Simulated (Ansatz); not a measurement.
## (CaO)2(CdO)1 [001] superlattice, started as rocksalt type: relaxing the cell for a phonon run

Aim: bring (CaO)2(CdO)1 [001] superlattice, started as rocksalt type to small forces and stress, as phonons need.

Calculated with Ansatz 0.2.0; DFT PBEsol, scalar-relativistic, plane waves, PAW.

The structure was built from a prototype and need not be the compound's stable phase.

### 1. Starting point

Symmetry: I4/mmm, No. 139, tetragonal system. The conventional cell has a = 3.373 Å, b = 3.373 Å, c = 14.310 Å, α = 90.00°, β = 90.00°, γ = 90.00°. Ca has 6 O at 2.38 Å nearest. Nearest to Cd lie 6 O at 2.38 to 2.39 Å. Nearest to O lie 1 Cd at 2.38 Å and 5 Ca at 2.38 Å. Nearest to O lie 2 Ca at 2.38 to 2.39 Å and 4 Cd at 2.38 Å. Farther neighbours and most contacts between anions are not listed.

### 2. Probe on a coarse mesh

First a cheap look: the gap decides the mesh and the occupations, the pressure tells how far the cell has to move.

input.yaml reads:

```yaml
crystal:
  lattice:
    - [2.385, 2.385, 0.0]
    - [-2.385, 2.385, 0.0]
    - [2.385, 0.0, 7.155]
  atoms:
    - { symbol: Ca, position: [0.0, 0.0, 0.0] }
    - { symbol: Ca, position: [0.333333, 0.666667, 0.333333] }
    - { symbol: Cd, position: [0.666667, 0.333333, 0.666667] }
    - { symbol: O, position: [0.5, 0.5, 0.0] }
    - { symbol: O, position: [0.833333, 0.166667, 0.333333] }
    - { symbol: O, position: [0.166667, 0.833333, 0.666667] }
kpoints:
  mp_grid: { grid: [6, 6, 6] }
hamiltonian:
  xc: pbesol
scf:
  occupations: { method: gaussian, width: 0.1 }
output:
  forces: true
  stress: true
  eigenvalues: true
```

Run with:

```
$ ansatz run input.yaml --threads 8 --pin off --max-ram 14336MiB --backend cpu --events-out ev --progress --plain --runs-dir out
```

Numbers of over 12 decimals in the logs are rounded to 6 here.

The program printed:

```text
[...]
k-point 0: bands = [... 25 lower, 8.5927, 8.7076, 8.7943, 8.7943, 10.8990, 12.9903, 14.3182, 15.6673, ... 1 higher]
  k-point 1: bands = [... 25 lower, 8.5874, 8.5874, 8.7945, 8.7945, 11.1656, 12.9929, 14.3176, 15.1768, ... 1 higher]
  k-point 2: bands = [... 25 lower, 8.5766, 8.5766, 8.7942, 8.7942, 11.6179, 12.9980, 14.3164, 14.6719, ... 1 higher]
  k-point 29: bands = [... 25 lower, 7.7942, 8.1933, 8.3101, 8.3415, 13.6737, 13.7791, 13.8589, 16.2664, ... 1 higher]
[key lines of the parts left out:]
SCF converged after 7 iterations
Free energy (F): -13460.754275 eV
Fermi energy:    10.181111 eV
P = ⅓ Tr σ = -2.4927 GPa (-24.927 kbar)
```

Elapsed: 0.62 s, on 8 threads of Intel Xeon 6975P-C (Granite Rapids), shared host; peak memory 0.51 GiB; 3.1 s of CPU time.

A gap read on the k-mesh alone can miss the band edges.

This step gave:

```
pressure           : -2.493 GPa
gap on the k-mesh  : 1.453 eV
volume per atom    : 13.57 Å³
direct gap on mesh : 2.105 eV
```

The coarse mesh shows a gap of 1.45 eV and a pressure of -2.5 GPa.

### 3. Relaxation

Harmonic phonons are second derivatives at a point where the forces vanish, and they are wanted at zero stress, so atoms and cell are relaxed first.

input.yaml, the sections that differ from step 2:

```yaml
kpoints:
  mp_grid: { grid: [8, 8, 8] }
scf:
  occupations: { method: gaussian, width: 0.02 }
output:
  forces: true
  stress: true
  eigenvalues: true
  write_density: true
  write_potential: true
  elf: true
  volumetric_format: npy
relax:
  adjacent_minimum: "off"
  f_tol: 0.005
  max_steps: 80
  cell: { stress_tol: 0.05 }
# crystal, hamiltonian: as in step 2
```

The program printed:

```text
[...]
Crystal: 6 atoms, lattice volume = 81.398 Å³
Basis set: ecut = 420 eV, 1611 PW (Γ), exchange–correlation on 48×48×108 points (8 copies of the dense FFT grid, shifted against one another)
Bands: 35, of which v1, the nominal top of the filled ones, is band 29 counted from 1 (28 counted from 0)
Symmetry: 16 space group operations
[...]
k-points: 59 of 512
[...]
SCF iter   1: F=—  HF=-13460.796249 eV  |F-HF|=—  |Δ(HF+E_count)|=         —  Δρ=1.49e-2  dr2=1.61e-1  ethr=1.77e-3  ⟨swp⟩=9.2  Hψ=9741  notcnv=0
[...]
SCF iter   7: F=-13460.754824 eV  HF=-13460.754824 eV  |F-HF|=1.15e-8  |Δ(HF+E_count)|=   8.63e-9  Δρ=5.18e-6  dr2=2.05e-8  ethr=1.72e-10  ⟨swp⟩=12.4  Hψ=13207  notcnv=0
SCF 1 converged in 7 iterations: F = -13460.754824 eV  dr2 = 2.05e-8
[...]
relax step   1: F+E_penalty+E_count = -13460.75482421 eV  Δ(F+E_penalty+E_count) = +0.000e0 eV  max|allowed force component| = 5.581e-1 eV/Å  Δτ_max = 0.0000 Å  P = -2.493 GPa  Ω = 81.398 Å³  (7 SCF iters, dr2 threshold 1.00e-7 eV, accepted)
Crystal: 6 atoms, lattice volume = 79.326 Å³
Basis set: ecut = 420 eV, 1555 PW (Γ), exchange–correlation on 48×48×108 points (8 copies of the dense FFT grid, shifted against one another)
[...]
iter 1 solved again at ethr=2.40e-4 eV; its pass at ethr=3.10e-3 eV (dr2=1.39e-1 eV) is discarded
[...]
SCF iter   6: F=-13460.766850 eV  HF=-13460.766850 eV  |F-HF|=2.45e-9  |Δ(HF+E_count)|=   5.00e-8  Δρ=1.47e-5  dr2=1.58e-7  ethr=1.03e-9  ⟨swp⟩=10.2  Hψ=14376  notcnv=0
SCF 2 converged in 6 iterations: F = -13460.766850 eV  dr2 = 1.58e-7
relax step   2: F+E_penalty+E_count = -13460.76685019 eV  Δ(F+E_penalty+E_count) = -1.203e-2 eV  max|allowed force component| = 5.642e-1 eV/Å  Δτ_max = 0.0714 Å  P = +0.775 GPa  Ω = 79.326 Å³  energy of the carried Pulay correction = +6.212e-3 eV  (6 SCF iters, dr2 threshold 6.00e-7 eV, accepted)
Crystal: 6 atoms, lattice volume = 79.880 Å³
[...]
SCF iter   6: F=-13460.798359 eV  HF=-13460.798359 eV  |F-HF|=8.89e-9  |Δ(HF+E_count)|=   1.33e-7  Δρ=7.00e-6  dr2=2.94e-8  ethr=1.03e-9  ⟨swp⟩=9.9  Hψ=13632  notcnv=0
SCF 3 converged in 6 iterations: F = -13460.798359 eV  dr2 = 2.94e-8
relax step   3: F+E_penalty+E_count = -13460.79835908 eV  Δ(F+E_penalty+E_count) = -3.151e-2 eV  max|allowed force component| = 4.968e-2 eV/Å  Δτ_max = 0.0356 Å  P = -0.200 GPa  Ω = 79.880 Å³  energy of the carried Pulay correction = +4.535e-3 eV  (6 SCF iters, dr2 threshold 6.00e-7 eV, accepted)
[...]
relax step   4: F+E_penalty+E_count = -13460.79922179 eV  Δ(F+E_penalty+E_count) = -8.627e-4 eV  max|allowed force component| = 3.011e-2 eV/Å  Δτ_max = 0.0027 Å  P = -0.033 GPa  Ω = 79.783 Å³  energy of the carried Pulay correction = +4.830e-3 eV  (6 SCF iters, dr2 threshold 6.00e-7 eV, accepted)
[...]
relax step   5: F+E_penalty+E_count = -13460.79969307 eV  Δ(F+E_penalty+E_count) = -4.713e-4 eV  max|allowed force component| = 6.549e-3 eV/Å  Δτ_max = 0.0054 Å  P = +0.025 GPa  Ω = 79.766 Å³  energy of the carried Pulay correction = +4.878e-3 eV  (6 SCF iters, dr2 threshold 2.57e-7 eV, accepted)
[...]
relax step   6: F+E_penalty+E_count = -13460.79965020 eV  Δ(F+E_penalty+E_count) = +4.287e-5 eV  max|allowed force component| = 6.175e-4 eV/Å  Δτ_max = 0.0007 Å  P = -0.003 GPa  Ω = 79.782 Å³  energy of the carried Pulay correction = +4.830e-3 eV  (6 SCF iters, accepted)
[...]
relax step   7: F+E_penalty+E_count = -13460.79542283 eV  Δ(F+E_penalty+E_count) = +4.227e-3 eV  max|allowed force component| = 5.100e-4 eV/Å  Δτ_max = 0.0000 Å  P = -0.096 GPa  Ω = 79.782 Å³  stress off target by 1.29e-1 GPa  SCF on the basis re-selected at this cell (its energy is not comparable with the rows above)  (6 SCF iters)
[...]
relax step   8: F+E_penalty+E_count = -13460.79561800 eV  Δ(F+E_penalty+E_count) = -1.952e-4 eV  max|allowed force component| = 1.319e-3 eV/Å  Δτ_max = 0.0000 Å  P = -0.003 GPa  Ω = 79.724 Å³  energy of the carried Pulay correction = +1.747e-4 eV  (6 SCF iters, accepted)
[...]
SCF iter   1: F=—  HF=-13460.795542 eV  |F-HF|=—  |Δ(HF+E_count)|=         —  Δρ=6.09e-6  dr2=6.35e-9  ethr=4.11e-7  ⟨swp⟩=2.9  Hψ=14549  notcnv=0
eigensolver tolerance schedule: the retry pair's looser diagonalisation over-reported the residual by 37508.84 of it (diagonalisation noise at an unbounded share of the residual, at the tolerance the schedule requests for it); recorded, not acted on — ethr = c·dr2/N_el stays at c = 1.0e-1
[...]
SCF iter   2: F=—  HF=-13460.795461 eV  |F-HF|=—  |Δ(HF+E_count)|=   8.12e-5  Δρ=3.01e-6  dr2=1.42e-9  ethr=1.09e-11  ⟨swp⟩=3.2  Hψ=5015  notcnv=0
[...]
SCF iter   8: F=-13460.795461 eV  HF=-13460.795461 eV  |F-HF|=0.00e0  |Δ(HF+E_count)|=    0.00e0  Δρ=1.40e-9  dr2=5.93e-16  ethr=1.00e-12  ⟨swp⟩=2.0  Hψ=5721  notcnv=0
SCF 9 converged in 8 iterations: F = -13460.795461 eV  dr2 = 5.93e-16
relax step   9: F+E_penalty+E_count = -13460.79546096 eV  Δ(F+E_penalty+E_count) = +1.570e-4 eV  max|allowed force component| = 1.316e-3 eV/Å  Δτ_max = 0.0000 Å  P = -0.005 GPa  Ω = 79.724 Å³  stress off target by 1.17e-2 GPa  SCF on the basis re-selected at this cell (its energy is not comparable with the rows above)  (8 SCF iters)
[...]
SCF converged after 8 iterations
Free energy (F): -13460.795461 eV
[...]
Internal energy: -13460.795461 eV  (E = F + TS)
E sigma→0 (E₀):  -13460.795461 eV
Fermi energy:    10.399305 eV
[...]
--- Forces (eV/Å), atoms counted from 1 ---
  atom   1  Ca    -0.00000000    -0.00000000     0.00131588
  atom   2  Ca     0.00000000     0.00000000    -0.00131588
  atom   3  Cd    -0.00000000    -0.00000000     0.00000000
  atom   4  O     -0.00000000    -0.00000000     0.00055238
  atom   5  O      0.00000000     0.00000000    -0.00055238
  atom   6  O     -0.00000000    -0.00000000     0.00000000
  max |Σ_I F_I| component: 2.17e-19 eV/Å
--- Stress (GPa, compression-positive) ---
       -0.001757      -0.000000       0.000000
       -0.000000      -0.001757      -0.000000
        0.000000      -0.000000      -0.011688
  P = ⅓ Tr σ = -0.0051 GPa (-0.051 kbar)
--- Band table (eV; the first three rows and the last of 59) ---
  k-point 0: bands = [... 25 lower, 8.9164, 8.9434, 9.1335, 9.1335, 11.2147, 13.3999, 14.6179, 16.2247, ... 2 higher]
  k-point 1: bands = [... 25 lower, 8.9095, 8.9095, 9.1377, 9.1377, 11.3809, 13.4016, 14.6175, 15.7732, ... 2 higher]
  k-point 2: bands = [... 25 lower, 8.8941, 8.8941, 9.1467, 9.1467, 11.7275, 13.4059, 14.6166, 15.3463, ... 2 higher]
  k-point 58: bands = [... 25 lower, 8.0883, 8.4097, 8.6934, 8.6934, 14.1619, 14.2142, 14.2142, 16.5640, ... 2 higher]
--- Relaxed structure (7 steps of the walk, 7 accepted, 2 SCFs on fresh bases) ---
  F+E_penalty+E_count = -13460.79546096 eV   max|allowed force component| = 1.316e-3 eV/Å   (the final SCF, on the basis selected at the relaxed cell)
  cell:  # Å, volume = 79.7243 Å³
    - [2.374429, 2.374429, 0]
    - [-2.374429, 2.374429, 0]
    - [2.374429, 0, 7.070372]
  atoms:
    - { symbol: Ca, position: [0.00283077, -0.00283077, -0.00566154] }
    - { symbol: Ca, position: [0.330503, 0.669497, 0.338995] }
    - { symbol: Cd, position: [0.666667, 0.333333, 0.666667] }
    - { symbol: O, position: [0.499269, 0.500731, 0.00146209] }
    - { symbol: O, position: [0.834064, 0.165936, 0.331871] }
    - { symbol: O, position: [0.166667, 0.833333, 0.666667] }
```

Run time: 8.6 s. Hardware: 8 threads; peak memory 0.59 GiB.

Step by step:

```
step  energy less that of the first step (eV)  largest force component (eV/Å)  pressure (GPa)  volume (Å³)
   1                                   0.0000                          0.5581           -2.49        81.40
   2                                  -0.0120                          0.5642            0.78        79.33
   3                                  -0.0435                          0.0497           -0.20        79.88
   4                                  -0.0444                          0.0301           -0.03        79.78
   5                                  -0.0449                          0.0065            0.03        79.77
   6                                  -0.0448                          0.0006            0.00        79.78
  7*                                  -0.0406                          0.0005           -0.10        79.78
   8                                  -0.0408                          0.0013            0.00        79.72
  9*                                  -0.0406                          0.0013           -0.01        79.72
```

Relaxation steps marked * repeat the geometry before them on a plane-wave basis chosen anew for their cell, so energy and pressure can jump there.

The run keeps the 16 symmetry operations that it works with, so distortions that break them were not tested.

```
conventional cell, symmetrised  before   after  change
                         a (Å)   3.373   3.358  -0.4 %
                         b (Å)   3.373   3.358  -0.4 %
                         c (Å)  14.310  14.141  -1.2 %
              volume (Å³/atom)   13.57   13.29  -2.1 %
```

The atoms that moved most (Å, as changes of fractional coordinates times the final cell):

```
atom     dx     dy      dz  length
 Ca2  0.000  0.000   0.040   0.040
 Ca1  0.000  0.000  -0.040   0.040
  O4  0.000  0.000   0.010   0.010
  O5  0.000  0.000  -0.010   0.010
```

The relaxed structure:

```cif
data_structure
_symmetry_space_group_name_H-M 'P 1'
_symmetry_Int_Tables_number 1
_cell_length_a 3.3579
_cell_length_b 3.3579
_cell_length_c 7.4584
_cell_angle_alpha 103.009
_cell_angle_beta 76.991
_cell_angle_gamma 90.000
_cell_volume 79.72
loop_
_atom_site_label
_atom_site_type_symbol
_atom_site_fract_x
_atom_site_fract_y
_atom_site_fract_z
_atom_site_occupancy
Ca1 Ca 0.00283 0.99717 0.99434 1
Ca2 Ca 0.33050 0.66950 0.33899 1
Cd3 Cd 0.66667 0.33333 0.66667 1
O4 O 0.49927 0.50073 0.00146 1
O5 O 0.83406 0.16594 0.33187 1
O6 O 0.16667 0.83333 0.66667 1
```

This step gave:

| Item | Value |
| --- | --- |
| pressure | -0.005068 GPa |
| gap on the k-mesh | 1.632 eV |
| volume per atom | 13.29 Å³ |
| direct gap on mesh | 2.081 eV |

Electrostatic potential energy in the ac plane of the conventional cell at fractional y = 0.000, with atoms of Ca and Cd and O within 0.2 Å of it. With pseudopotentials it is smooth inside the atoms' cores, unlike the true potential.

Ten even steps from '0' (-44 eV) to '9' (14 eV), each cell a mean:
```
44568999997654
77899999999887
88999999999998
12599999999842
24699999999853
99999999999999
66789999999876
00258999987510
01368999997520
77889999999877
88999999999998
12599999999842
24699999999853
99999999999999
55789999998865
00258999987410
11468999998531
78899999999987
88999999999998
12599999999841
24799999999953
99999999999999
66789999999876
34567999987544
```
Columns run along a (3.4 Å; values clipped at the 3rd and 97th percentile), rows up along c (14.1 Å), edges of the conventional cell, whose origin can differ from the input's. Atoms in or near the plane, at fractional coordinates: Ca at (0.00, 0.66), Ca at (0.00, 0.34), Cd at (0.00, 0.00), O at (0.00, 0.17), O at (0.00, 0.83), O at (0.00, 0.50).

ELF in the ac plane of the conventional cell at fractional y = 0.000, with atoms of Ca and Cd and O within 0.2 Å of it. It is the smooth field of the valence electrons, not physical close to the nuclei.

Values, 24 rows by 14 columns, each cell a mean:
```
0.67 0.60 0.46 0.32 0.19 0.11 0.08 0.07 0.08 0.13 0.23 0.37 0.51 0.62
0.23 0.22 0.18 0.14 0.11 0.08 0.06 0.05 0.06 0.09 0.12 0.15 0.20 0.22
0.58 0.57 0.52 0.42 0.28 0.13 0.05 0.04 0.07 0.17 0.32 0.45 0.54 0.57
0.53 0.67 0.79 0.76 0.58 0.28 0.09 0.05 0.12 0.38 0.65 0.78 0.77 0.64
0.67 0.75 0.80 0.75 0.57 0.27 0.09 0.05 0.12 0.37 0.63 0.77 0.79 0.72
0.45 0.43 0.39 0.32 0.22 0.10 0.05 0.04 0.06 0.14 0.25 0.35 0.41 0.44
0.55 0.50 0.38 0.21 0.07 0.03 0.03 0.04 0.03 0.03 0.09 0.25 0.43 0.52
0.81 0.83 0.82 0.67 0.30 0.06 0.04 0.04 0.04 0.10 0.41 0.74 0.84 0.82
0.82 0.83 0.81 0.62 0.26 0.05 0.03 0.04 0.03 0.10 0.37 0.70 0.83 0.83
0.42 0.38 0.27 0.14 0.05 0.03 0.03 0.03 0.03 0.03 0.08 0.19 0.32 0.39
0.65 0.63 0.55 0.41 0.24 0.11 0.07 0.06 0.07 0.14 0.29 0.46 0.58 0.64
0.58 0.69 0.78 0.71 0.46 0.19 0.09 0.07 0.10 0.27 0.54 0.75 0.77 0.66
0.69 0.76 0.78 0.67 0.42 0.17 0.09 0.07 0.10 0.25 0.50 0.71 0.78 0.73
0.43 0.41 0.35 0.25 0.15 0.08 0.05 0.05 0.06 0.10 0.18 0.29 0.38 0.42
0.61 0.58 0.45 0.26 0.09 0.03 0.03 0.03 0.03 0.03 0.12 0.31 0.51 0.59
0.80 0.83 0.83 0.69 0.32 0.06 0.04 0.04 0.03 0.11 0.43 0.76 0.84 0.82
0.83 0.83 0.78 0.57 0.22 0.04 0.04 0.04 0.03 0.08 0.32 0.65 0.81 0.83
0.35 0.31 0.21 0.11 0.05 0.03 0.03 0.04 0.03 0.04 0.06 0.14 0.25 0.33
0.63 0.62 0.58 0.49 0.34 0.16 0.07 0.04 0.07 0.21 0.38 0.52 0.60 0.63
0.54 0.68 0.81 0.78 0.60 0.29 0.09 0.05 0.13 0.40 0.67 0.80 0.78 0.64
0.66 0.73 0.78 0.71 0.53 0.24 0.08 0.05 0.11 0.33 0.59 0.74 0.77 0.70
0.40 0.39 0.35 0.28 0.19 0.10 0.05 0.04 0.06 0.13 0.22 0.31 0.37 0.39
0.35 0.32 0.26 0.18 0.13 0.08 0.06 0.06 0.07 0.10 0.14 0.20 0.28 0.33
0.78 0.69 0.52 0.37 0.21 0.11 0.08 0.07 0.09 0.14 0.25 0.41 0.58 0.71
```
Columns run along a (3.4 Å), rows up along c (14.1 Å), edges of the conventional cell, whose origin can differ from the input's. Atoms in or near the plane, at fractional coordinates: Ca at (0.00, 0.66), Ca at (0.00, 0.34), Cd at (0.00, 0.00), O at (0.00, 0.17), O at (0.00, 0.83), O at (0.00, 0.50).

Valence density in the ac plane of the conventional cell at fractional y = 0.000, with atoms of Ca and Cd and O within 0.2 Å of it. It is the smooth field of the valence electrons, not physical close to the nuclei.

Values in e/Å³, 24 rows by 14 columns, each cell a mean:
```
14 11  5  2  0  0  0  0  0  0  1  2  7 12
 1  1  1  0  0  0  0  0  0  0  0  0  1  1
 1  1  0  0  0  0  0  0  0  0  0  0  1  1
 6  5  2  1  0  0  0  0  0  0  0  1  3  5
 4  4  2  1  0  0  0  0  0  0  0  1  2  4
 1  0  0  0  0  0  0  0  0  0  0  0  0  0
 1  1  1  0  0  0  0  0  0  0  0  0  1  1
 6  5  3  1  0  0  0  0  0  0  0  2  4  5
 5  4  2  1  0  0  0  0  0  0  0  1  3  5
 1  1  0  0  0  0  0  0  0  0  0  0  0  1
 1  1  1  0  0  0  0  0  0  0  0  0  1  1
 6  5  2  1  0  0  0  0  0  0  0  1  3  5
 5  3  2  1  0  0  0  0  0  0  0  1  2  4
 1  0  0  0  0  0  0  0  0  0  0  0  0  1
 2  1  1  0  0  0  0  0  0  0  0  0  1  1
 6  5  3  1  0  0  0  0  0  0  1  2  4  6
 4  4  2  1  0  0  0  0  0  0  0  1  3  4
 1  0  0  0  0  0  0  0  0  0  0  0  0  1
 1  1  1  0  0  0  0  0  0  0  0  0  1  1
 6  5  2  1  0  0  0  0  0  0  0  1  3  5
 4  3  2  1  0  0  0  0  0  0  0  1  2  4
 1  0  0  0  0  0  0  0  0  0  0  0  0  1
 3  2  1  0  0  0  0  0  0  0  0  1  1  2
20 15  7  2  1  0  0  0  0  0  1  3  9 16
```
Columns run along a (3.4 Å), rows up along c (14.1 Å), edges of the conventional cell, whose origin can differ from the input's. Atoms in or near the plane, at fractional coordinates: Ca at (0.00, 0.66), Ca at (0.00, 0.34), Cd at (0.00, 0.00), O at (0.00, 0.17), O at (0.00, 0.83), O at (0.00, 0.50).

In this step the volume went from 13.57 to 13.29 Å³/atom.

### 4. Relaxing to small forces for the phonons

Phonons need a cell at rest on their own settings, so the relaxation is repeated with tight tolerances on forces and stress on the k mesh and occupations of the first response run.

input.yaml reads:

```yaml
crystal:
  lattice:
    - [2.3744290399, 2.3744290399, 0.0]
    - [-2.3744290399, 2.3744290399, 0.0]
    - [2.3744290399, 0.0, 7.0703720654]
  atoms:
    - { symbol: Ca, position: [0.0028307678, -0.0028307678, -0.0056615356] }
    - { symbol: Ca, position: [0.3305025655, 0.6694974345, 0.3389948689] }
    - { symbol: Cd, position: [0.6666666667, 0.3333333333, 0.6666666667] }
    - { symbol: O, position: [0.4992689527, 0.5007310473, 0.0014620946] }
    - { symbol: O, position: [0.8340643806, 0.1659356194, 0.3318712388] }
    - { symbol: O, position: [0.1666666667, 0.8333333333, 0.6666666667] }
kpoints:
  mp_grid: { grid: [8, 8, 8] }
hamiltonian:
  xc: pbesol
scf:
  occupations: { method: fixed }
output:
  forces: true
  stress: true
  eigenvalues: true
relax:
  adjacent_minimum: "off"
  f_tol: 0.001
  max_steps: 60
  cell: { stress_tol: 0.01 }
```

The program printed:

```text
[...]
Crystal: 6 atoms, lattice volume = 79.724 Å³
Basis set: ecut = 420 eV, 1555 PW (Γ), exchange–correlation on 48×48×100 points (8 copies of the dense FFT grid, shifted against one another)
Bands: 35, of which v1, the nominal top of the filled ones, is band 29 counted from 1 (28 counted from 0)
[... 1 set-up line as in the run before ...]
[...]
k-points: 59 of 512
[...]
- [2.374407, 2.374407, 0.0]
    - [-2.374407, 2.374407, 0.0]
    - [2.374407, 0.0, 7.070129]
  atoms:
    - { symbol: Ca, position: [0.00282212, -0.00282212, -0.00564424] }
    - { symbol: Ca, position: [0.330511, 0.669489, 0.338978] }
    - { symbol: Cd, position: [0.666667, 0.333333, 0.666667] }
    - { symbol: O, position: [0.499267, 0.500733, 0.00146695] }
    - { symbol: O, position: [0.834067, 0.165933, 0.331866] }
    - { symbol: O, position: [0.166667, 0.833333, 0.666667] }
[key lines of the parts left out:]
SCF converged after 7 iterations
Free energy (F): -13460.795474 eV
Fermi energy:    9.584337 eV
P = ⅓ Tr σ = 0.0010 GPa (0.010 kbar)
```

The job ended after 3 s (8 threads; peak memory 0.58 GiB).

Little changed from the start: no atom moved by 0.005 Å and no cell edge by 0.1 %.

Numbers from this step:

* pressure: 9.95e-4 GPa
* direct gap on mesh: 2.082 eV

The largest force component left is 0.73 meV/Å and the pressure is 0.001 GPa, within the tolerances set. The cell now holds 13.29 Å³/atom.

### 5. Outcome

| Property | Result |
| --- | --- |
| space group after relaxation (within 0.01 Å) | I4/mmm |
| lattice constant a | 3.358 Å |
| lattice constant b | 3.358 Å |
| lattice constant c | 14.140 Å |
| volume per atom | 13.3 Å³ |
| gap on the k-mesh | 1.63 eV |

**Reading.** The largest force component left is 0.73 meV/Å and the pressure is 0.001 GPa, within the tolerances set. The cell now holds 13.29 Å³/atom. The relaxation keeps the symmetry of its start, so it says nothing on stability against lower symmetry. The starting cell was built on a prototype and not taken from a measurement, so the phase need not exist.

[Logs are printed without paths, hosts, clocks, repeated set-up lines and the standing remarks that a program may print on its own settings, such as how far it seeks lower states.]

[Hosts, paths, dates, database ids (printed as entryN), source tags and the programs' standing remarks are cut or masked in the printed files.]
